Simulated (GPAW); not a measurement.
Two runs for the Y L₃ edge of atom 2 in YTe (Fm-3m). Run A: GPAW, LDA, excited-electron core hole (neutral cell), 8-atom cell with 6.1 Å between holes, 4×4×4 k points, dipole transitions, Gaussian full width 1.5 eV up to 4 eV, rising linearly to 3.5 eV at 25 eV. Run B differs in one choice.

Energy from the lowest empty level; intensity scaled to a mean of 1 over the first 20 eV:

```
E (eV)     A     B
  -2.0  0.00  0.00
  -1.5  0.05  0.04
  -1.0  0.34  0.25
  -0.5  1.32  1.03
   0.0  2.91  2.56
   0.5  3.93  4.15
   1.0  3.88  4.59
   1.5  3.37  3.69
   2.0  2.72  2.49
   2.5  1.93  1.59
   3.0  1.26  1.05
   3.5  0.87  0.81
   4.0  0.67  0.67
   4.5  0.57  0.59
   5.0  0.62  0.63
   5.5  0.77  0.76
   6.0  0.89  0.89
   6.5  0.91  0.95
   7.0  0.84  0.91
   7.5  0.73  0.78
   8.0  0.64  0.64
   8.5  0.61  0.56
   9.0  0.61  0.56
   9.5  0.63  0.62
  10.0  0.64  0.65
  10.5  0.64  0.64
  11.0  0.63  0.60
  11.5  0.62  0.59
  12.0  0.65  0.62
  12.5  0.70  0.67
  13.0  0.74  0.71
  13.5  0.74  0.70
  14.0  0.69  0.65
  14.5  0.63  0.61
  15.0  0.59  0.57
  15.5  0.57  0.56
  16.0  0.57  0.55
  16.5  0.56  0.54
  17.0  0.55  0.52
  17.5  0.52  0.50
  18.0  0.49  0.48
  18.5  0.47  0.47
  19.0  0.47  0.48
  19.5  0.50  0.51
  20.0  0.54  0.55
  20.5  0.59  0.61
  21.0  0.65  0.67
  21.5  0.71  0.73
  22.0  0.75  0.77
  22.5  0.79  0.79
  23.0  0.80  0.79
  23.5  0.79  0.77
  24.0  0.75  0.73
  24.5  0.70  0.68
  25.0  0.64  0.62
  25.5  0.58  0.56
  26.0  0.53  0.50
  26.5  0.49  0.46
  27.0  0.47  0.44
  27.5  0.46  0.43
  28.0  0.46  0.44
  28.5  0.47  0.45
  29.0  0.48  0.47
  29.5  0.49  0.49
  30.0  0.51  0.51
  30.5  0.53  0.52
  31.0  0.55  0.53
  31.5  0.56  0.54
  32.0  0.57  0.55
```

The database entry behind the starting cell differs from later determinations by our own check (0.1 to 0.3 % short, probably kX units), so it need not match the best structure at ambient conditions.

What was changed?
a) the volume of the cell
b) the size of the supercell
c) the plane-wave cutoff
d) the broadening

(b): run B changes the supercell atoms from 8 to 2, and the k mesh follows the cell. Against the first run the r.m.s. difference is 11 %. The highest intensity below 24 eV goes from 0.6 eV (4.02) to 0.8 eV (4.61). Other settings could leave a like mark; this is the one that was changed.

[Banner, clock and machine lines of the logs are left out without a mark of their own.]

[Logs are printed without paths, hosts, clocks, repeated set-up lines and the standing remarks that a program may print on its own settings, such as how far it seeks lower states.]

[Hosts, paths, dates, database ids (printed as entryN), source tags and the programs' standing remarks are cut or masked in the printed files.]

[Lists of maxima count a maximum above −3 eV only where it reaches 4 % of the highest in the window and stands out from its surroundings by 2 % of it (1.5 % where it reaches 55 %); shoulders and weaker maxima are passed over, and of the rest the first, up to two pre-edge ones and the few strongest are named.]
